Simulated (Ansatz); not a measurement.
# (KF)1(LiBr)3 [001] superlattice, started as rocksalt type: phonons and vibrational spectra

Aim: the phonons of (KF)1(LiBr)3 [001] superlattice, started as rocksalt type at a cell relaxed beforehand at this level.

Program: Ansatz 0.2.0. Level of theory: DFT PBEsol, scalar-relativistic, plane waves, PAW. Results are calculated unless marked as measured.

The structure was built from a prototype and need not be the compound's stable phase.

## (1) The starting structure

Symmetry: P4/mmm, No. 123, tetragonal system. Conventional cell: a = 3.743 Å, b = 3.743 Å, c = 11.830 Å, α = 90.00°, β = 90.00°, γ = 90.00°. Nearest to Br lie 5 Li at 2.65 to 2.73 Å and 1 K at 3.19 Å. Nearest to Br lie 6 Li at 2.65 to 2.74 Å. F has 4 K at 2.65 Å nearest. K has 4 F at 2.65 Å and 2 Br at 3.19 Å nearest. Nearest to Li lie 5 Br at 2.65 to 2.74 Å. Nearest to Li lie 6 Br at 2.65 to 2.73 Å. Farther neighbours and most contacts between anions are not listed.

## (2) Modes at Γ

The cell comes from relaxations at this level that are not shown. The zone centre is the only wavevector solved here; it holds the modes that light can see, as far as symmetry allows. The response to a homogeneous field gives the Born charges and the dielectric tensor, and its change with displacement the Raman tensors.

Input file input.yaml:

```yaml
crystal:
  lattice:
    - [2.6465588508, 2.6465588508, 0.0]
    - [-2.6465588508, 2.6465588508, 0.0]
    - [0.0, 0.0, 11.8302523355]
  atoms:
    - { symbol: Br, position: [0.0, 0.0, 0.2693838995] }
    - { symbol: Br, position: [0.5, 0.5, 0.5] }
    - { symbol: Br, position: [0.0, 0.0, 0.7306161005] }
    - { symbol: F, position: [0.5, 0.5, 0.0] }
    - { symbol: K, position: [0.0, 0.0, 0.0] }
    - { symbol: Li, position: [0.5, 0.5, 0.2684468035] }
    - { symbol: Li, position: [0.0, 0.0, 0.5] }
    - { symbol: Li, position: [0.5, 0.5, 0.7315531965] }
kpoints:
  mp_grid: { grid: [8, 8, 2] }
hamiltonian:
  xc: pbesol
scf:
  occupations: { method: fixed }
output:
  eigenvalues: true
phonons:
  method: dfpt
  dielectric: true
  rigid_motions: translations
  raman: true
```

Launch:

```console
$ ansatz run input.yaml --threads 8 --pin off --max-ram 14336MiB --backend cpu --events-out ev --progress --plain --runs-dir out
```

Numbers of over 12 decimals in the logs are rounded to 6 here.

What it wrote:

```text
Engine: ansatz 0.2.0, aarch64-unknown-linux-gnu
Pseudopotentials: kind: paw
Pseudopotential: Br, paw, valence charge 7, recommended cutoff 420 eV (normal), Br.paw.azcp
Pseudopotential: F, paw, valence charge 7, recommended cutoff 420 eV (normal), F.paw.azcp
Pseudopotential: K, paw, valence charge 9, recommended cutoff 420 eV (normal), K.paw.azcp
Pseudopotential: Li, paw, valence charge 3, recommended cutoff 420 eV (normal), Li.paw.azcp
Functional definition: PBEsol
  exchange = pbesol_x
  correlation = pbesol_c
Crystal: 8 atoms, lattice volume = 165.725 Å³
Basis set: ecut = 420 eV, 3239 PW (Γ), exchange–correlation on 54×54×160 points (8 copies of the dense FFT grid, shifted against one another)
Bands: 31, of which v1, the nominal top of the filled ones, is band 23 counted from 1 (22 counted from 0)
Symmetry: 16 space group operations
k-points: 42 of 128 (irreducible under 2 space group operations, time reversal used)
Non-local potential: Br, projectors of the file, l = 0: 2, l = 1: 2, l = 2: 2
Non-local potential: F, projectors of the file, l = 0: 2, l = 1: 2, l = 2: 1
Non-local potential: K, projectors of the file, l = 0: 3, l = 1: 2, l = 2: 2
Non-local potential: Li, projectors of the file, l = 0: 3, l = 1: 2, l = 2: 1
PAW form: soft (Blöchl's): semilocal exchange-correlation on the pseudo side does not see the compensation charge
PAW frozen core: Br, regenerated for the run's functional, and the local potential with it (the file was generated under x = pbe(κ = 0.804, μ = 0.219515), c = pbe(β = 0.066725))
PAW frozen core: F, regenerated for the run's functional, and the local potential with it (the file was generated under x = pbe(κ = 0.804, μ = 0.219515), c = pbe(β = 0.066725))
PAW frozen core: K, regenerated for the run's functional, and the local potential with it (the file was generated under x = pbe(κ = 0.804, μ = 0.219515), c = pbe(β = 0.066725))
PAW one-centre angular grid: Br, 110 points (default); XC on 64 Gauss nodes
PAW one-centre angular grid: F, 110 points (default); XC on 64 Gauss nodes
PAW one-centre angular grid: K, 110 points (default); XC on 64 Gauss nodes
PAW one-centre angular grid: Li, 110 points (default); XC on 64 Gauss nodes
Initial density: superposition of atomic densities (neutral atoms: chi_scale 0, normalization atom), corrected by the library's trained network
Initial wavefunctions: pseudopotential atomic-orbital guess
Functional: x = pbesol(κ = 0.804, μ = 0.123457), c = pbesol(β = 0.046)
SCF iter   1: F=—  HF=-11146.473647 eV  |F-HF|=—  |Δ(HF+E_count)|=         —  Δρ=6.64e-3  dr2=6.27e-2  ethr=1.77e-3  ⟨swp⟩=5.2  Hψ=5611  notcnv=0  defer=214
preconditioner: auto → Resta (q_TF=auto, 2.204 Å⁻¹)  ε∞=3.0  [insulator: Δε(μ)=4.623 eV  Ē_g=12.197 eV  n_scr=28 (ndim 8)  ℏωp=17.3 eV  f_vac=0.026  ε∞_Penn≈3.0]
SCF iter   2: F=—  HF=-11146.458490 eV  |F-HF|=—  |Δ(HF+E_count)|=   1.52e-2  Δρ=2.94e-3  dr2=8.46e-3  ethr=1.36e-4  ⟨swp⟩=2.1  Hψ=2522  notcnv=0  defer=251
SCF iter   3: F=—  HF=-11146.456540 eV  |F-HF|=—  |Δ(HF+E_count)|=   1.95e-3  Δρ=7.95e-4  dr2=1.70e-3  ethr=1.84e-5  ⟨swp⟩=2.0  Hψ=2068  notcnv=0  defer=252
SCF iter   4: F=—  HF=-11146.456183 eV  |F-HF|=—  |Δ(HF+E_count)|=   3.57e-4  Δρ=2.14e-4  dr2=1.44e-4  ethr=3.70e-6  ⟨swp⟩=3.4  Hψ=2234  notcnv=0  defer=252
SCF iter   5: F=—  HF=-11146.456172 eV  |F-HF|=—  |Δ(HF+E_count)|=   1.10e-5  Δρ=3.69e-5  dr2=4.69e-6  ethr=3.12e-7  ⟨swp⟩=2.5  Hψ=1924  notcnv=0  defer=238
SCF iter   6: F=—  HF=-11146.456174 eV  |F-HF|=—  |Δ(HF+E_count)|=   1.46e-6  Δρ=1.06e-5  dr2=2.69e-7  ethr=1.02e-8  ⟨swp⟩=2.0  Hψ=1755  notcnv=0  defer=168
SCF iter   7: F=—  HF=-11146.456170 eV  |F-HF|=—  |Δ(HF+E_count)|=   3.33e-6  Δρ=1.74e-6  dr2=1.09e-8  ethr=5.85e-10  ⟨swp⟩=2.0  Hψ=2090  notcnv=0  defer=140
SCF iter   8: F=—  HF=-11146.456170 eV  |F-HF|=—  |Δ(HF+E_count)|=   6.29e-9  Δρ=4.86e-7  dr2=5.47e-10  ethr=2.37e-11  ⟨swp⟩=2.0  Hψ=1819  notcnv=0  defer=140
SCF iter   9: F=-11146.456170 eV  HF=-11146.456170 eV  |F-HF|=9.09e-12  |Δ(HF+E_count)|=  3.75e-10  Δρ=1.31e-7  dr2=3.05e-11  ethr=1.00e-12  ⟨swp⟩=16.6  Hψ=10301  notcnv=0
SCF 1 converged in 9 iterations: F = -11146.456170 eV  dr2 = 3.05e-11
  greatest PAW one-centre occupation: 0.999 electrons in one spin orbital (limit 2), on the Li atom at site 6 (counted from 0), in its partial waves of l = 0
DFPT response loops at Γ: preconditioner auto → Resta (q_TF=auto, 2.204 Å⁻¹)  ε∞=3.5 (no band partly filled); β = 1.00, the filter's whole step (`scf.mixing.beta` (0.50) is not read by the response loops at its default; to damp them type it under 1.00, their step now; it binds the ground state too); Broyden in place of MSR1
── the response to a field inside a basis, on 10×10×4 k-points: an SCF that follows is theirs, and a resumed run solves both again ──
Bands: 24, of which v1, the nominal top of the filled ones, is band 23 counted from 1 (22 counted from 0)
k-points: 30 of 400
Initial density: handed on by an earlier stage of this run
Initial wavefunctions: pseudopotential atomic-orbital guess (no wavefunctions were taken with the density)
Eigensolver: Dense (30 Hₖ)
SCF iter   1: F=—  HF=-11146.423261 eV  |F-HF|=—  |Δ(HF+E_count)|=         —  Δρ=2.47e-4  dr2=2.94e-5  ethr=1.00e-1
preconditioner: auto → Resta (q_TF=auto, 2.204 Å⁻¹)  ε∞=3.6  [insulator: Δε(μ)=5.150 eV  Ē_g=10.828 eV  n_scr=28 (ndim 8)  ℏωp=17.3 eV  f_vac=0.022  ε∞_Penn≈3.6]
SCF iter   2: F=—  HF=-11146.423267 eV  |F-HF|=—  |Δ(HF+E_count)|=   6.67e-6  Δρ=9.17e-5  dr2=8.79e-6  ethr=6.39e-8
SCF iter   3: F=—  HF=-11146.423270 eV  |F-HF|=—  |Δ(HF+E_count)|=   2.49e-6  Δρ=5.28e-5  dr2=1.53e-6  ethr=1.91e-8
SCF iter   4: F=—  HF=-11146.423271 eV  |F-HF|=—  |Δ(HF+E_count)|=   1.25e-6  Δρ=1.92e-5  dr2=2.26e-7  ethr=3.33e-9
SCF iter   5: F=—  HF=-11146.423271 eV  |F-HF|=—  |Δ(HF+E_count)|=   1.64e-7  Δρ=3.35e-6  dr2=1.02e-8  ethr=4.91e-10
SCF iter   6: F=—  HF=-11146.423271 eV  |F-HF|=—  |Δ(HF+E_count)|=   4.38e-9  Δρ=3.10e-7  dr2=2.13e-10  ethr=2.21e-11
SCF iter   7: F=-11146.423271 eV  HF=-11146.423271 eV  |F-HF|=3.64e-12  |Δ(HF+E_count)|=  6.91e-11  Δρ=3.53e-8  dr2=3.33e-12  ethr=1.00e-12
SCF 1 converged in 7 iterations: F = -11146.423271 eV  dr2 = 3.33e-12
DFPT response loops at Γ: preconditioner auto → Resta (q_TF=auto, 2.204 Å⁻¹)  ε∞=3.4 (no band partly filled); β = 1.00, the filter's whole step (`scf.mixing.beta` (0.50) is not read by the response loops at its default; to damp them type it under 1.00, their step now; it binds the ground state too); Broyden in place of MSR1
DFPT response loops at Γ: mixed as the last ones told, above
SCF converged after 9 iterations
Free energy (F): -11146.456170 eV
[...]
ASR residual per site (eV/Å²): 1.51e-4 1.54e-4 1.51e-4 8.55e-5 1.41e-4 2.31e-4 4.31e-4 2.31e-4
  Γ frequencies (cm⁻¹): -142.62 0.00 0.00 0.00 40.05 40.05 48.93 48.93 71.72 71.72 85.79 104.88 133.38 177.16 177.16 184.52 194.86 226.67 226.67 228.41 228.41 230.32 230.32 252.53
  ε∞ (high-frequency dielectric tensor):
        3.043657     0.000000     0.000000
        0.000000     3.043657     0.000000
        0.000000     0.000000     2.840413
  softest optical mode at Γ: -142.62 cm⁻¹; the repairs (sum rule, projections) moved no ω² at Γ by more than (4.40 cm⁻¹)²
  Born effective charges Z* (e; rows j = field, columns β = displacement):
    site 0:
        -1.23541   -0.00000   -0.00000
         0.00000   -1.23541   -0.00000
        -0.00000   -0.00000   -0.85584
    site 1:
        -1.20411    0.00000    0.00000
         0.00000   -1.20411    0.00000
         0.00000   -0.00000   -0.94104
    site 2:
        -1.23541   -0.00000    0.00000
         0.00000   -1.23541    0.00000
         0.00000    0.00000   -0.85584
    site 3:
        -1.23434    0.00000    0.00000
        -0.00000   -1.23434    0.00000
         0.00000   -0.00000   -1.44612
    site 4:
         1.14161    0.00000    0.00000
        -0.00000    1.14161    0.00000
         0.00000   -0.00000    1.32251
    site 5:
         1.27380    0.00000   -0.00000
        -0.00000    1.27380   -0.00000
         0.00000    0.00000    0.91918
    site 6:
         1.22006    0.00000    0.00000
        -0.00000    1.22006    0.00000
         0.00000   -0.00000    0.93796
    site 7:
         1.27380    0.00000    0.00000
        -0.00000    1.27380    0.00000
        -0.00000   -0.00000    0.91918
  Z* charge neutrality: 1.109e-2 e pre-enforcement
  solved inside a basis spanned on kpoints, on 10×10×4 k-points: ε∞ is read to err by 1.0e-2, Z* by 1.2e-2 e (field_mesh: kpoints solves on kpoints); Z* is corrected for what the basis lacks
  Raman tensors (in the event stream and the table raman_tensors.tsv): an entry may err by 2.5e-2 Å², one of the second-order susceptibility by 1.8e-19 pm/V (basis, points and sum rule); their sum over the sites missed zero by 1.110e-16 Å² ahead of its enforcement
  optical modes at Γ without the LO–TO term, one row a degenerate level:
      ω (cm⁻¹)  modes    IR ((D/Å)²/amu)  static Raman (Å⁴/amu)  depolarisation
       -142.62      1             8.0711                 0.0000               —
         40.05      2             0.0756                 0.0000               —
         48.93      2             0.0000                 0.1121           0.750
         71.72      2             0.0054                 0.0000               —
         85.79      1             0.0000                 3.4205           0.332
        104.88      1             0.6691                 0.0000               —
        133.38      1             1.2990                 0.0000               —
        177.16      2             3.7995                 0.0000               —
        184.52      1             1.1294                 0.0000               —
        194.86      1             0.0000                10.0917           0.048
        226.67      2            35.3798                 0.0000               —
        228.41      2             0.0000                 0.1619           0.750
        230.32      2             0.0505                 0.0000               —
        252.53      1             1.6236                 0.0000               —
  optical modes at Γ + LO–TO along q̂ = [1.0000, 0.0000, 0.0000]:
      ω (cm⁻¹)  modes    IR ((D/Å)²/amu)  static Raman (Å⁴/amu)  depolarisation
       -142.62      1             8.0711                 0.0000               —
         40.05      1             0.0378                 0.0000               —
         40.77      1             0.0049                 0.0000               —
         48.93      2             0.0000                 0.1121           0.750
         71.72      1             0.0027                 0.0000               —
         71.75      1             0.0003                 0.0000               —
         85.79      1             0.0000                 3.4205           0.332
        104.88      1             0.6691                 0.0000               —
        133.38      1             1.2990                 0.0000               —
        177.16      1             1.8997                 0.0000               —
        181.58      1             0.0693                 0.0000               —
        184.52      1             1.1294                 0.0000               —
        194.86      1             0.0000                10.0917           0.048
        226.67      1            17.6899                 0.0000               —
        228.41      2             0.0000                 0.1619           0.750
        230.31      1             0.0000                 0.0000               —
        230.32      1             0.0253                 0.0000               —
        252.53      1             1.6236                 0.0000               —
        364.48      1            19.5809                 0.0000               —
  optical modes at Γ + LO–TO along q̂ = [0.0000, 1.0000, 0.0000]:
      ω (cm⁻¹)  modes    IR ((D/Å)²/amu)  static Raman (Å⁴/amu)  depolarisation
       -142.62      1             8.0711                 0.0000               —
         40.05      1             0.0378                 0.0000               —
         40.77      1             0.0049                 0.0000               —
         48.93      2             0.0000                 0.1121           0.750
         71.72      1             0.0027                 0.0000               —
         71.75      1             0.0003                 0.0000               —
         85.79      1             0.0000                 3.4205           0.332
        104.88      1             0.6691                 0.0000               —
        133.38      1             1.2990                 0.0000               —
        177.16      1             1.8997                 0.0000               —
        181.58      1             0.0693                 0.0000               —
        184.52      1             1.1294                 0.0000               —
        194.86      1             0.0000                10.0917           0.048
        226.67      1            17.6899                 0.0000               —
        228.41      2             0.0000                 0.1619           0.750
        230.31      1             0.0000                 0.0000               —
        230.32      1             0.0253                 0.0000               —
        252.53      1             1.6236                 0.0000               —
        364.48      1            19.5809                 0.0000               —
  optical modes at Γ + LO–TO along q̂ = [0.0000, 0.0000, 1.0000]:
      ω (cm⁻¹)  modes    IR ((D/Å)²/amu)  static Raman (Å⁴/amu)  depolarisation
        -23.10      1             1.5810                 0.0000               —
         40.05      2             0.0756                 0.0000               —
         48.93      2             0.0000                 0.1121           0.750
         71.72      2             0.0054                 0.0000               —
         85.79      1             0.0000                 3.4205           0.332
        114.00      1             0.2074                 0.0000               —
        159.38      1             1.0655                 0.0000               —
        177.16      2             3.7995                 0.0000               —
        194.86      1             0.0000                10.0917           0.048
        210.48      1             2.5094                 0.0000               —
        226.67      2            35.3798                 0.0000               —
        228.41      2             0.0000                 0.1619           0.750
        230.32      2             0.0505                 0.0000               —
        286.47      1             7.4289                 0.0000               —
[key lines of the parts left out:]
Fermi energy:    1.710336 eV
```

Elapsed: 2.6 min, on 8 threads of Arm Neoverse V2, shared host; peak memory 3.4 GiB; 19 min of CPU time.

Reading the cycles: dr2 is the Hartree energy of the density residual (eV), the measure of convergence; HF is the Harris–Foulkes estimate of the energy, which meets the free energy F at convergence.

Numbers from this step:

```yaml
gap_on_the_k_mesh: 4.964 eV
volume_per_atom: 20.72 Å³
sum_rule_residual_before_enforcement: 4.31e-4 eV/Å²
miss_of_the_charge_sum_rule: 0.01109 e
estimated_error_of_the_dielectric_tensor: 0.01033
estimated_error_of_the_born_charges: 0.01158 e
point_group: 4/mmm
highest_optical_mode_at_the_zone_centre_no_lo_to_term: 252.5 cm⁻¹
lowest_optical_zone_centre_mode: -142.6 cm⁻¹
mean_high_frequency_dielectric_constant: 2.976
largest_born_charge_third_of_the_trace: -1.305 e
top_of_the_zone_centre_spectrum_with_the_field: 364.5 cm⁻¹
```

Without the LO-TO term. Patterns of degenerate modes are one choice out of their space. Modes at Γ, with each element's share of the kinetic energy (negative means imaginary):

```
mode  frequency (cm⁻¹)  symmetry  Br %  F %  K %  Li %
   1            -142.6       A2u     0   51    0    48
   2               0.0  acoustic    75    6   12     7
   3               0.0  acoustic    75    6   12     7
   4               0.0  acoustic    75    6   12     7
   5              40.0        Eu    18   21   59     1
   6              40.0        Eu    18   21   59     1
   7              48.9        Eg    94    0    0     6
   8              48.9        Eg    94    0    0     6
   9              71.7        Eu    92    0    1     7
  10              71.7        Eu    92    0    1     7
  11              85.8       A1g    89    0    0    11
  12             104.9       A2u    84    0   15     2
  13             133.4       A2u    34   12   37    18
  14             177.2        Eu     0   72   28     0
  15             177.2        Eu     0   72   28     0
  16             184.5       A2u     3   17   26    55
  17             194.9       A1g    11    0    0    89
  18             226.7        Eu     7    0    0    93
  19             226.7        Eu     7    0    0    93
  20             228.4        Eg     6    0    0    94
  21             228.4        Eg     6    0    0    94
  22             230.3        Eu     7    0    0    93
  23             230.3        Eu     7    0    0    93
  24             252.5       A2u     4   14   10    72
```

Displacements in mode 1 (-142.6 cm⁻¹), the largest set to 1:
```
Br1  0.00  0.00  0.00
Br2  0.00  0.00 -0.04
Br3  0.00  0.00  0.00
F4   0.00  0.00  0.89
K5   0.00  0.00  0.04
Li6  0.00  0.00 -1.00
Li7  0.00  0.00 -0.18
Li8  0.00  0.00 -1.00
```

Displacements in mode 14 (177.2 cm⁻¹), the largest set to 1:
```
Br1  0.00 -0.02  0.00
Br2  0.00  0.00  0.00
Br3  0.00 -0.02  0.00
F4   0.00  1.00  0.00
K5   0.00 -0.43  0.00
Li6  0.00  0.08  0.00
Li7  0.00  0.01  0.00
Li8  0.00  0.08  0.00
```

(Part 1 of 2 ends here.)

[Logs are printed without paths, hosts, clocks, repeated set-up lines and the standing remarks that a program may print on its own settings, such as how far it seeks lower states.]

[Hosts, paths, dates, database ids (printed as entryN), source tags and the programs' standing remarks are cut or masked in the printed files.]
